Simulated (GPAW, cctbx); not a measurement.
# How far are the atoms of YPd3N from free atoms?

Question: by how much does bonding change the X-ray structure factors of YPd3N, and what does a routine refinement make of it?

The start was made by putting kin elements into a known structure type; the compound need not exist, or be stable, in this form. All numbers below are calculated.

## 1. Find the equilibrium geometry

The density hangs on the geometry, so cell and atoms are relaxed first, with the symmetry held. The cutoff is set higher than for the density because stress converges slowly with plane waves.

Settings: GPAW 26.7.0, PBE, 900 eV, 4×4×4 k-points, Fermi–Dirac width 0.1 eV, BFGS to 0.03 eV/Å.

```text
cell
1.0
     4.373000000    0.000000000    0.000000000
     0.000000000    4.373000000    0.000000000
     0.000000000    0.000000000    4.373000000
Pd Y N
3 1 1
Direct
0.500000000 0.000000000 0.500000000
0.500000000 0.500000000 0.000000000
0.000000000 0.500000000 0.500000000
0.000000000 0.000000000 0.000000000
0.500000000 0.500000000 0.500000000
```

```console
$ OMP_NUM_THREADS=1 mpirun -n 4 gpaw python run.py > gpaw.log
```

```text
BFGS:    0      -26.097952        0.740522
BFGS:    1      -26.120053        0.661539
BFGS:    2      -26.201097        0.061417
BFGS:    3      -26.201831        0.004052
cell  4.2936 4.2936 4.2936  90.00 90.00 90.00
volume 79.151 A^3, largest force 0.000 eV/A, largest stress 0.04 GPa
```

After 3 steps the volume has changed by -5.4 % and the energy by -0.104 eV; the largest stress left is 0.04 GPa. It took 53 s on 4 cores of Arm Neoverse V1 (shared host), peak memory 0.92 GiB.

Relaxed structure: Pm-3m (no. 221), a = 4.2936 Å, b = 4.2936 Å, c = 4.2936 Å, α = 90.00°, β = 90.00°, γ = 90.00°.

```
atom  mult.    x    y    z
 Pd1      3  1/2    0  1/2
  Y1      1    0    0    0
  N1      1  1/2  1/2  1/2
```

## 2. Density and charge transfer

X-rays see the whole electron density, so the PAW density is rebuilt with its core regions. Subtracting spherical free atoms from the same code cancels the cores and leaves the deformation density Δρ, the part due to bonding.

Settings: PBE, 550 eV, 6×6×6 k-points, Fermi–Dirac width 0.1 eV; primitive cell of 5 atoms.

```console
$ OMP_NUM_THREADS=1 mpirun -n 4 gpaw python run.py > gpaw.log
```

```text
|iter:   1|       0s |  -34.334531 | +0.40 |       |
|iter:   2|       1s |  -30.358632 | -1.11 | -0.80 |
|iter:   3|       2s |  -26.201131 | -0.67 | -0.95 |
...
|iter:  11|       9s |  -25.861067c| -6.78 | -4.86c|
|iter:  12|      10s |  -25.861066c| -7.32 | -5.25c|
|iter:  13|      11s |  -25.861066c| -7.56c| -5.66c|
```

```text
grid (48, 48, 48)  electrons 184.000  moved by bonding 1.587 e
deformation density beyond 0.5 A of the nuclei: max 0.125, min -0.725 e/A^3
atom        x       y       z   Voronoi charge  moment
Pd1    0.5000  0.0000  0.5000      0.171       0.00
Pd2    0.5000  0.5000  0.0000      0.171       0.00
Pd3    0.0000  0.5000  0.5000      0.171       0.00
Y 4    0.0000  0.0000  0.0000      0.002       0.00
N 5    0.5000  0.5000  0.5000     -0.514       0.00
mean inner potential of superposed free atoms 23.152 V
total magnetic moment 0.000 muB
```

Deformation density in a plane through the shortest contact of the Pd atom at the origin, in 0.01 e/Å³ (clipped at ±99); x from -1.6 to 3.7 Å, y from 2.4 down to -2.4 Å:

```text
 -9  -4   3   3   2   2   3   3  -4  -9   .   .  -9  -4   3   3
-21  -5   3   3   2   2   3   3  -5 -22   .   . -22  -6   3   3
 -8  -1   3   3   3   3   3   3  -1  -8 -48 -50  -9  -1   3   3
 -4   2   3   3   3   3   3   3   2  -4 -14 -14  -4   2   3   3
  7   3   0  -3  -8  -8  -3   0   3   7  11  11   7   3   1  -3
  8   7 -11 -15   .   . -16 -11   7   8   .   .   8   7 -10 -16
 12   9 -24 -72   .   . -72 -22  10  12   .   .  12  10 -21 -72
  8   7 -11 -15   .   . -16 -11   7   8   .   .   8   7 -10 -16
  7   3   0  -3  -8  -8  -3   0   3   7  11  11   7   3   1  -3
 -4   2   3   3   3   3   3   3   2  -4 -14 -14  -4   2   3   3
 -8  -1   3   3   3   3   3   3  -1  -8 -48 -50  -9  -1   3   3
-21  -5   3   3   2   2   3   3  -5 -22   .   . -22  -6   3   3
 -9  -4   3   3   2   2   3   3  -4  -9   .   .  -9  -4   3   3
```

Atoms in or within 0.15 Å of the plane: Pd (0.0, 0.0), Pd (2.1, 2.1), Pd (2.1, -2.1), N (2.1, 0.0) Å. Dots mark points within about 0.45 Å of a nucleus; large values next to them are atomic features.

N gains most (-0.51 e) and Pd loses most (+0.17 e); N is the most electronegative element, but the order of the others doesn't follow electronegativity. Such charges fall far short of formal ones, since overlapping free atoms already put density on their neighbours. Along the shortest contact from the Pd atom at the map's origin, Pd–N at 2.15 Å, Δρ is -0.02 e/Å³ at the midpoint and highest, +0.12, 1.55 Å from Pd (points within 0.5 Å of a nucleus left out): little sits at the middle, as in a polar contact, whose build-up shifts to the more electronegative atom. At the midpoints of other shortest contacts it is +0.03 (Pd–Pd, 3.04 Å) e/Å³. Point values carry grid noise of about 0.01 e/Å³. The run needed 13 iterations, 19 s.

## 3. From the density to structure factors

The Fourier components of Δρ, added to those of the free atoms, give the static X-ray structure factors; the Mott–Bethe relation turns them into the Fourier components V of the potential that fast electrons feel.

```text
static structure factors of the conventional cell: F in electrons, V (Mott-Bethe) in volts
   h  k  l      d  |F| table  |F| free   |F| DFT   change   |V| free  |V| DFT  change %
   0  1  0  4.2936    13.733    13.540    13.465   -0.075     0.491    0.571     16.4
   0  1  1  3.0360     2.109     2.039     1.760   -0.279     1.088    0.939    -13.7
   1  1  1  2.4789   137.532   137.367   136.356   -1.010    11.612   11.972      3.1
   0  2  0  2.1468   139.111   138.990   138.436   -0.554    12.012   12.160      1.2
   0  2  1  1.9202     9.292     9.282     9.219   -0.063     1.007    1.021      1.3
   1  2  1  1.7529     1.863     1.852     1.542   -0.311     0.330    0.274    -16.8
   0  2  2  1.5180   118.502   118.566   118.526   -0.040     8.732    8.737      0.1
   1  2  2  1.4312     7.197     7.192     7.243    0.051     0.808    0.802     -0.7
   0  3  0  1.4312     7.197     7.192     6.962   -0.230     0.808    0.835      3.4
   0  3  1  1.3578     1.623     1.617     1.742    0.125     0.173    0.186      7.8
   1  3  1  1.2946   103.556   103.693   103.836    0.142     6.435    6.421     -0.2
   2  2  2  1.2395   105.827   105.998   106.205    0.206     6.939    6.921     -0.3
   0  3  2  1.1908     6.011     6.055     6.014   -0.041     0.652    0.656      0.5
   1  3  2  1.1475     1.400     1.436     1.546    0.109     0.110    0.118      7.6
```

The largest X-ray change is -1.01 e on 111, 0.7 % of |F|. For electrons V goes as (Z − F)/g², and among components above 0.1 V the largest relative change is this: |V| of 121 moves by -16.8 % (0.33 to 0.27 V) against -16.8 % in |F|. The last three rows change by 0.21 e or less, against 1.01 e at the top: the effect is concentrated at low angle. The tabulated Hartree–Fock atoms differ from the free DFT atoms by up to 0.19 e, so the choice of reference atom matters too.

## 4. What a spherical-atom refinement makes of it

Routine crystallography fits spherical atoms. To see the bias, intensities are simulated from tabulated atoms plus the DFT change ΔF, so that bonding alone can misfit (2600 reflections of the full sphere, merged to the counts below, to 0.5 Å, 1.5 % proportional noise plus counting noise, assumed isotropic U as listed, Δρ smeared by the mean U) and refined with cctbx over different ranges.

| range | data | R1 | GooF | U Pd1 (true 0.0027) | U Y1 (true 0.0029) | U N1 (true 0.0048) | largest shift (Å) | Δρ max, min (e/Å³) |
| --- | --- | --- | --- | --- | --- | --- | --- | --- |
| all data | 95 | 0.0040 | 1.52 | 0.0027 | 0.0029 | 0.0051 | 0.0000 | 0.24, -0.42 |
| low resolution, d > 0.84 | 28 | 0.0042 | 1.94 | 0.0024 | 0.0027 | 0.0048 | 0.0000 | 0.14, -0.15 |
| high order, d < 0.75 | 61 | 0.0032 | 1.22 | 0.0027 | 0.0029 | 0.0052 | 0.0000 | 0.23, -0.19 |
| occupancies free, d > 0.7 | 42 | 0.0043 | 1.79 | 0.0026 | 0.0029 | 0.0055 | 0.0000 | 0.21, -0.31 |

With all data GooF is 1.52, so the misfit of spherical atoms stands above the noise; the top residual peak lies 2.15 Å from Pd and 2.15 Å from Pd. No U is off by more than 3 s.u. at low resolution. Symmetry fixes every coordinate, so the shifts are zero by construction. With Pd1 held at 1 and the scale free, the other occupancies refine to Y1 1.002(0.002) and N1 1.016(0.016), within three s.u. of full.

## 5. Answer

Bonding moves 1.59 e in the primitive cell of YPd3N and changes the structure factors of the conventional cell in the table above by at most 1.01 e (111, 0.7 %), and among reflections above 2 % of the strongest by up to 3.2 % (030). The shortest bond, Pd–N, has Δρ = -0.02 e/Å³ at its midpoint, low for a shared bond; with the charge transfer this is a polar contact. With all data GooF is 1.52, so the misfit of spherical atoms stands above the noise. Limits: static density, frozen cores, no spin–orbit coupling.

[Outputs are excerpts: Python notices, other lines and further rows are left out; steps that failed or that the build refused (PBEsol, TPSS) are not shown.]

[Logs are printed without paths, hosts, clocks, repeated set-up lines and the standing remarks that a program may print on its own settings, such as how far it seeks lower states.]
